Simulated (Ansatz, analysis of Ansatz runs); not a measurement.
# Na2MoO4 (Fd-3m): a line between two Mo sites for an added electron, part 2 of 2

Question: does an added electron stay on the Mo atom where it is started in Na2MoO4 (Fd-3m), and if so, how high is the barrier for a hop to another Mo site nearby? Model: a cell of 56 host atoms.

Ansatz 0.2.0; plane-wave PAW DFT, PBEsol+U; relaxation of all atoms of a supercell at fixed charge in a uniform background; PAW set soft_1.

So far. Step 2 (The cell without the carrier): The largest displacement from an ideal site is 0.005 Å. Step 3 (The electron on the first site): The largest changes of the moments are 0.45 μB on Mo20, 0.02 μB on O30 and 0.02 μB on O49. The largest part sits on the chosen site.

### 4. The electron on the second site

The same start is made on the second site, to get the end of the hop.

Contents of B.relax/input.yaml:

```yaml
crystal:
  lattice:
    - [9.08595436, 0.0, 0.0]
    - [0.0, 9.08595436, 0.0]
    - [0.0, 0.0, 9.08595436]
  atoms:
    - { symbol: Na, position: [0.124464, 0.124526, 0.125545] }
    - { symbol: Na, position: [0.12445, 0.624619, 0.625295] }
[... 17 atom lines left out ...]
    - { symbol: Mo, position: [0.49934, 0.499651, 0.500568] }
[... 2 atom lines left out ...]
    - { symbol: Mo, position: [0.749397, 0.249687, 0.250623], spin: 1.0 }
[... 12 atom lines left out ...]
    - { symbol: O, position: [0.612096, 0.612435, 0.387755] }
[... 2 atom lines left out ...]
    - { symbol: O, position: [0.612114, 0.386849, 0.61342] }
[... 7 atom lines left out ...]
    - { symbol: O, position: [0.630146, 0.368848, 0.131495] }
[... 1 atom line left out ...]
    - { symbol: O, position: [0.386556, 0.386824, 0.387839] }
[... 6 atom lines left out ...]
    - { symbol: O, position: [0.862404, 0.636887, 0.637497] }
total_charge: -1
basis:
  ecutwfc: 420
  xc_grid: 2
hamiltonian:
  xc: pbesol
  hubbard:
    sites: [{ species: Mo, l: d, u_eff: 5.0 }]
    projectors: ortho-atomic
  pseudopotentials: { kind: paw, azcp: { folder: soft_1 }, xc_functional: pbe }
kpoints:
  mp_grid: { grid: [1, 1, 1] }
magnetization:
  spin_polarized: true
  initial_magnetization: 1
  spin_locking: { lock_magnetization: hard }
scf:
  occupations: { method: fermi_dirac, width: 0.01 }
  max_iter: 120
  lower_state_search: "off"
output:
  forces: true
relax:
  f_tol: 0.015
  max_steps: 70
  escape_saddle: false
checkpoint:
  write: "../B.relax.run"
  compress: false
  write_wavefunctions: true
  write_every: 100000
```

Command:

```console
$ ansatz run input.yaml --threads 4 --pin off --max-ram 17899MiB --backend cpu --events-out ev --progress --plain --runs-dir out
```

Numbers of over 12 decimals in the logs are rounded to 6 here.

The program printed:

```text
[...]
Crystal: 56 atoms, lattice volume = 750.087 Å³
Basis set: ecut = 420 eV, 14771 PW (Γ), exchange–correlation on 128×128×128 points (8 copies of the dense FFT grid, shifted against one another)
Bands: 281, of which v1, the nominal top of the filled ones, is band 225 counted from 1 (224 counted from 0)
Symmetry: 1 space group operations
[...]
k-points: 1
[...]
Starting moments: Σ|m| = 1 μB on 1 of 56 sites
[...]
SCF iter   1: F=—  HF=-80764.735140 eV  |F-HF|=—  |Δ(HF+E_count)|=         —  Δρ=6.04e-2 (↑6.04e-2 ↓5.75e-2)  dr2=1.97e2  dr2_m=3.36e-1  M=1.000 μB ∫|m|=1.400 μB  β_m=0.30  ethr=3.10e-3  ⟨swp⟩=6.0  Hψ=1992  notcnv=0
[...]
F+E_penalty+E_count = -80719.09491191 eV   max|allowed force component| = 8.293e-3 eV/Å
  atoms:
    - { symbol: Na, position: [0.117788, 0.126010, 0.127972] }
    - { symbol: Na, position: [0.123635, 0.623773, 0.624561] }
    [... 1 atom left out ...]
    - { symbol: Na, position: [0.626116, 0.620668, 0.127180] }
[...]
- { symbol: Na, position: [0.872748, 0.620591, 0.373629] }
[...]
- { symbol: Mo, position: [0.497729, 0.501093, 0.502204] }
[...]
- { symbol: Mo, position: [0.749487, 0.249616, 0.250446] }
[...]
- { symbol: O, position: [0.864131, 0.371755, 0.364830] }
[...]
- { symbol: O, position: [0.609014, 0.616447, 0.390942] }
    [... 2 atoms left out ...]
    - { symbol: O, position: [0.609482, 0.389128, 0.616622] }
    [... 3 atoms left out ...]
    - { symbol: O, position: [0.634829, 0.127469, 0.364808] }
    [... 3 atoms left out ...]
    - { symbol: O, position: [0.634857, 0.371826, 0.136143] }
    [... 1 atom left out ...]
    - { symbol: O, position: [0.383294, 0.389138, 0.390465] }
    [... 7 atoms left out ...]
[key lines of the parts left out:]
SCF converged after 2 iterations
Magnetization: 1.0000 μB (225.0000 up, 224.0000 down)
Free energy (F): -80719.094912 eV
Fermi energy:    8.188984 (↑ 8.190420, ↓ 6.731596) eV
```

Elapsed: 45 s, on 4 threads of Intel Xeon Platinum 8375C at 2.90GHz (Ice Lake), shared host; peak memory 1.5 GiB.

Distances from Mo23 without and with the electron:

```
atom  without (Å)  with (Å)
 O43         1.77      1.84
 O55         1.78      1.84
 O27         1.78      1.84
 O47         1.78      1.84
```

The largest changes of the moments are 0.45 μB on Mo23, 0.02 μB on O43 and 0.02 μB on O27. The largest part sits on the chosen site.

### 5. Points on the line between the two structures

All atoms move on the straight line between the two relaxed structures, 2.15 amu^1/2 Å long in mass-weighted terms. Each point starts from the state of the point before, once from either end, so that both localised states can be followed; the midpoint is also started with the carrier shared.

Contents of A.x0500/input.yaml:

```yaml
crystal:
  lattice:
    - [9.08595436, 0.0, 0.0]
    - [0.0, 9.08595436, 0.0]
    - [0.0, 0.0, 9.08595436]
  atoms:
    - { symbol: Na, position: [0.121564, 0.125717, 0.127128] }
    - { symbol: Na, position: [0.127421, 0.623478, 0.623726] }
[... 17 atom lines left out ...]
    - { symbol: Mo, position: [0.498604, 0.500352, 0.501326], spin: 1.0 }
[... 2 atom lines left out ...]
    - { symbol: Mo, position: [0.750358, 0.248873, 0.249582] }
[... 3 atom lines left out ...]
    - { symbol: O, position: [0.864902, 0.365916, 0.362651] }
[... 11 atom lines left out ...]
    - { symbol: O, position: [0.611734, 0.383287, 0.615776] }
[... 7 atom lines left out ...]
    - { symbol: O, position: [0.637173, 0.365969, 0.135225] }
[... 1 atom line left out ...]
    - { symbol: O, position: [0.384119, 0.383283, 0.388239] }
[... 6 atom lines left out ...]
    - { symbol: O, position: [0.864176, 0.638107, 0.639119] }
total_charge: -1
basis:
  ecutwfc: 420
  xc_grid: 2
hamiltonian:
  xc: pbesol
  hubbard:
    sites: [{ species: Mo, l: d, u_eff: 5.0 }]
    projectors: ortho-atomic
  pseudopotentials: { kind: paw, azcp: { folder: soft_1 }, xc_functional: pbe }
kpoints:
  mp_grid: { grid: [1, 1, 1] }
magnetization:
  spin_polarized: true
  initial_magnetization: 1
  spin_locking: { lock_magnetization: hard }
scf:
  occupations: { method: fermi_dirac, width: 0.01 }
  max_iter: 120
  lower_state_search: "off"
output:
  forces: true
  eigenvalues: true
  eigenstates: { localisation: true }
  write_density: true
  write_potential: true
  volumetric_format: npy
checkpoint:
  read: "../A.x0375.run"
  write: "../A.x0500.run"
  compress: false
  write_wavefunctions: true
  write_every: 100000
```

The program printed:

```text
[...]
Warning: checkpoint.read: the run can stay near the saved state's solution: 56 site(s) moved relative to the saved geometry (max |Δs| = 1.696e-3 fractional); [...]
[...]
Crystal: 56 atoms, lattice volume = 750.087 Å³
Basis set: ecut = 420 eV, 14771 PW (Γ), exchange–correlation on 128×128×128 points (8 copies of the dense FFT grid, shifted against one another)
Bands: 281, of which v1, the nominal top of the filled ones, is band 225 counted from 1 (224 counted from 0)
Symmetry: 1 space group operations
[...]
k-points: 1
[...]
Starting moments: Σ|m| = 1 μB on 1 of 56 sites; this step starts from the density that it was given
[...]
SCF iter  19: F=-80718.923384 eV  HF=-80718.923384 eV  |F-HF|=1.28e-9  |Δ(HF+E_count)|=   7.96e-9  Δρ=5.08e-7 (↑5.08e-7 ↓2.30e-7)  dr2=1.51e-9  dr2_m=5.76e-10  M=1.000 μB ∫|m|=1.303 μB  ethr=1.00e-12  ⟨swp⟩=4.5  Hψ=2587  notcnv=0
SCF 1 converged in 19 iterations: F = -80718.923384 eV  dr2 = 1.51e-9
[...]
SCF converged after 19 iterations
Stability checked in part: among states of this total moment the steps that led to this state did not find it unstable. No probe was made; neither looks for a lower state of another moment (fixed_total_moment; see scf.lower_state_search)
Magnetization: 1.0000 μB (225.0000 up, 224.0000 down)
Absolute magnetization: 1.3077 μB (∫|ρ↑−ρ↓|, with the PAW one-centre terms)
[...]
Per-site moments (μB) at R_I (Å): [(0.000406882, 0.965459), (0.000408927, 0.965395), (0.000528982, 0.960730), [... 53 left out ...]
Free energy (F): -80718.923384 eV
[...]
Internal energy: -80718.920140 eV  (E = F + TS)
E sigma→0 (E₀):  -80718.921762 eV
Entropy (-TS):   -0.003244 eV (-0.058 meV/atom)
Fermi energy:    8.121868 (↑ 8.121868, ↓ 6.485925) eV
[...]
--- Forces (eV/Å), atoms counted from 1 ---
  atom   1  Na     0.00171300    -0.00426557    -0.00148053
  atom   2  Na    -0.00133837     0.00403907     0.00144259
  [... 6 atoms left out ...]
  atom   9  Na    -0.00707072    -0.00012444    -0.00861537
  [... 1 atom left out ...]
  atom  11  Na     0.00860879    -0.00121164     0.00740073
  [... 8 atoms left out ...]
  atom  20  Mo    -0.10784803     0.02556958     0.10869706
  [... 2 atoms left out ...]
  atom  23  Mo     0.10523389    -0.02495079    -0.10302065
  [... 3 atoms left out ...]
  atom  27  O     -0.05169562    -0.04611270     0.00051364
  [... 8 atoms left out ...]
  atom  36  O     -0.00849152    -0.08365388     0.00823591
  [... 2 atoms left out ...]
  atom  39  O      0.00187952     0.04488016    -0.04925868
  [... 3 atoms left out ...]
  atom  43  O      0.01125116     0.08565889    -0.01001543
  [... 3 atoms left out ...]
  atom  47  O     -0.00167164    -0.04518893     0.04847704
  [... 1 atom left out ...]
  atom  49  O      0.04977637     0.04543827    -0.00133139
  [... 7 atoms left out ...]
  max |Σ_I F_I| component: 6.27e-5 eV/Å
--- Band table (eV) ---
[...]
Occupation matrices written to <dir>
```

Elapsed: 17 s, on 4 threads; peak memory 1.5 GiB.

From eigenstates.tsv, first k-point; energies on the run's zero. The participation number counts the atoms that a state is spread over, of 56; bands count from 0.

```
spin  band  energy (eV)  occupation  participation  largest share on  share
down   218        4.307        1.00            8.2               O43   0.22
down   219        4.327        1.00           10.6               O27   0.13
down   220        4.357        1.00           10.8               O47   0.15
down   221        4.379        1.00            8.3               O30   0.19
down   222        4.391        1.00            9.2               O30   0.17
down   223        4.418        1.00            9.6               O27   0.13
down   224        8.557        0.00           12.3              Mo18   0.17
down   225        8.565        0.00           15.6              Mo17   0.11
down   226        8.649        0.00           16.2              Mo18   0.13
down   227        8.651        0.00           17.0              Mo21   0.11
down   228        8.718        0.00           11.6              Mo18   0.18
  up   219        4.329        1.00           10.2               O27   0.14
  up   220        4.354        1.00           12.5               O47   0.12
  up   221        4.386        1.00            8.3               O30   0.20
  up   222        4.395        1.00            8.1               O30   0.19
  up   223        4.426        1.00            8.5               O49   0.14
  up   224        8.090        0.96            7.6              Mo20   0.23
  up   225        8.154        0.04            8.1              Mo20   0.22
  up   226        8.549        0.00           12.8              Mo18   0.17
  up   227        8.550        0.00           15.1              Mo24   0.12
  up   228        8.613        0.00           17.2              Mo17   0.10
  up   229        8.613        0.00           17.3              Mo21   0.10
```

Under PBEsol+U (5 eV) at the zone centre alone, the highest filled state is spin up, spread over 8 of 56 atoms, and the lowest empty one, 0.06 eV above it, is spin up, spread over 8 of 56 atoms.

The largest moments in the atoms' spheres: Mo20 0.26, Mo23 0.26, O43 -0.01, O36 -0.01, O49 -0.01, O27 -0.01 μB.

Spin density in the ac plane at fractional y = 0.375, through the centre, with atoms of Na and O within 0.45 Å of it.

Values in units of 1e-2 e/Å³, 13 rows by 16 columns, each cell a mean:
```
 0.0  0.0  0.0  0.0  0.0  0.0  0.0  0.0  0.0  0.0  0.0  0.0  0.0  0.0  0.0  0.0
 0.0  0.0  0.0  0.0  0.0  0.0  0.0  0.0  0.0  0.0  0.0  0.0  0.0  0.0  0.0  0.0
 0.0  0.0  0.0  0.0  0.0  0.0  0.0  0.0  0.0  0.0  0.0  0.0  0.0  0.0  0.0  0.0
 0.0  0.0  0.0  0.0  0.0  0.0  0.0  0.0  0.0  0.2  0.0  0.0  0.0  0.0  0.0  0.0
 0.0  0.0  0.0  0.0  0.0  0.0  0.0  0.0 -0.2  0.1 -0.6  0.0  0.1  0.1  0.0  0.0
 0.0  0.0  0.0  0.0  0.0  0.0  0.1  0.2  0.1 -1.1 -0.3  0.3  0.2  0.1  0.0  0.0
 0.0  0.0  0.0  0.0  0.0 -0.1 -0.1  0.3  0.4  0.1  0.0  0.1  0.2  0.2  0.1  0.0
 0.0  0.0  0.0  0.0  0.2  0.6 -1.4 -0.4  0.2  0.1  0.0  0.0 -0.1 -0.1 -0.5  0.0
 0.0  0.0  0.0  0.0  0.0 -0.3 -0.3  0.0  0.0  0.0  0.1  0.1 -0.1 -1.4  0.2  0.3
 0.0  0.0  0.0  0.0  0.0  0.0  0.2  0.2  0.1  0.0  0.0  0.3  0.4  0.0 -0.1  0.0
 0.0  0.0  0.0  0.0  0.0  0.0  0.1  0.1  0.3  0.1 -1.3 -0.3  0.2  0.1  0.0  0.0
 0.0  0.0  0.0  0.0  0.0  0.0  0.1  0.0  0.1 -0.5  0.1 -0.2  0.0  0.0  0.0  0.0
 0.0  0.0  0.0  0.0  0.0  0.0  0.0  0.0  0.0  0.0  0.2  0.1  0.0  0.0  0.0  0.0
```
Columns run along a (9.1 Å), rows up along c (9.1 Å). Atoms in or near the plane, at fractional coordinates: Na at (0.12, 0.38), Na at (0.62, 0.88), Na at (0.38, 0.13), Na at (0.87, 0.62), O at (0.36, 0.86), O at (0.86, 0.36), O at (0.11, 0.11), O at (0.61, 0.62), O at (0.14, 0.64), O at (0.64, 0.14), O at (0.38, 0.39), O at (0.89, 0.89).

Electrostatic potential energy in the ac plane at fractional y = 0.375, through the centre, with atoms of Na and O within 0.45 Å of it. With pseudopotentials it is smooth inside the atoms' cores, unlike the true potential.

Ten even steps from '0' (-49 eV) to '9' (11 eV), each cell a mean:
```
8899999999999988899999888
8999999965799852279984348
9999999732489820048973137
9999999632499840059985359
9999988865799986689999899
9999988889999999999999999
9987788899999999999998899
9953478999999975699973369
9831279999999832379830038
9963489999999832389840048
9998999999988875799985589
9999999999988889999999999
9988899998888899999999999
9832489963369999999986689
9600179941259999999952269
9710289964479999999942269
9875799998899999998875689
9999999999999999988889999
9999999987899998788889999
9966899841279974358999999
9622599710059962148999999
9522599830169974369999999
8755899986789998899999998
8899999999999999999999988
```
Columns run along a (9.1 Å; values clipped at the 3rd and 97th percentile), rows up along c (9.1 Å). Atoms in or near the plane, at fractional coordinates: Na at (0.12, 0.38), Na at (0.62, 0.88), Na at (0.38, 0.13), Na at (0.87, 0.62), O at (0.36, 0.86), O at (0.86, 0.36), O at (0.11, 0.11), O at (0.61, 0.62), O at (0.14, 0.64), O at (0.64, 0.14), O at (0.38, 0.39), O at (0.89, 0.89).

Valence density in the ac plane at fractional y = 0.375, through the centre, with atoms of Na and O within 0.45 Å of it. It is the smooth field of the valence electrons, not physical close to the nuclei.

Ten steps, logarithmic in the rise over the least value, from '0' (0 e/Å³) to '9' (19 e/Å³), each cell a mean:
```
1110000112100001100013332
1000001245420047630135653
1000001467631179951146764
1000002467631168840135653
0000012345420024410013331
0011111222100001000001100
0134321110000122210001100
0256642000000245420036630
1367741000001367641169961
0256531000001367641159951
0123210000011345420024420
0001000001111222110001100
0011100123432110000012210
0267510256642100000135431
1489821267752000000257752
0379720246641000001357752
0134300123320000001245531
0001000001100001111222210
0122100012200023432111000
1345310157730146653100000
2477520279951257763100000
2577520168730146652000000
2355310023310023321000001
2222100000000001100001111
```
Columns run along a (9.1 Å), rows up along c (9.1 Å). Atoms in or near the plane, at fractional coordinates: Na at (0.12, 0.38), Na at (0.62, 0.88), Na at (0.38, 0.13), Na at (0.87, 0.62), O at (0.36, 0.86), O at (0.86, 0.36), O at (0.11, 0.11), O at (0.61, 0.62), O at (0.14, 0.64), O at (0.64, 0.14), O at (0.38, 0.39), O at (0.89, 0.89).

Free energies from the first end:

```
started from  fraction  energy (eV)  moment change on Mo20 (μB)  on Mo23 (μB)
  first site         0        0.000                        0.45          0.00
  first site     0.125        0.019                        0.44          0.00
  first site      0.25        0.074                        0.43          0.01
  first site     0.375        0.145                        0.37          0.12
  first site       0.5        0.172                        0.26          0.26
  first site     0.625        0.145                        0.12          0.37
 second site     0.875        0.019                        0.00          0.44
 second site      0.75        0.074                        0.01          0.43
 second site     0.625        0.145                        0.12          0.37
 second site       0.5        0.172                        0.26          0.26
 second site     0.375        0.145                        0.37          0.12
      shared       0.5        0.172                        0.26          0.26
 second site         1        0.000                        0.00          0.45
```

### 6. What came out

| Property | Result |
| --- | --- |
| barrier forward | 0.17 eV |
| barrier backward | 0.17 eV |
| distance of the two sites without the carrier | 3.93 Å |
| carrier at the midpoint | shared |

**Reading.** On this line the electron must cross 0.17 eV to hop 3.93 Å; both ends have the same energy within 0.005 eV. At the midpoint the lowest state found shares the carrier between both sites, and no finished start kept it on one. That fits an adiabatic hop but does not prove it, since self-interaction left by this U favours sharing too. With an assumed attempt frequency of 1e13 per second the rate at 300 K would be 1e+10 per second for this barrier, if every crossing succeeded. A straight line need not be the lowest path, so the true barrier at this U can be lower, or higher if the ends can still break their symmetry. No run compares the localised electron with one spread in the band, so its binding is unknown and the barrier may exceed it. The program's search for lower electronic states was switched off in all runs, so that each state is followed; none is shown to be the lowest at its structure. No image-charge correction is applied; it nearly cancels along the line while the charge stays localised. Keep in mind: sampling at the zone centre alone can move energies of charged and open-shell states by tenths of an eV or more in cells of this size; gap and trapping depend on the U chosen (Mo d 5.0 eV).

[Logs are printed without paths, hosts, clocks, repeated set-up lines and the standing remarks that a program may print on its own settings, such as how far it seeks lower states.]

[Hosts, paths, dates, database ids (printed as entryN), source tags and the programs' standing remarks are cut or masked in the printed files.]
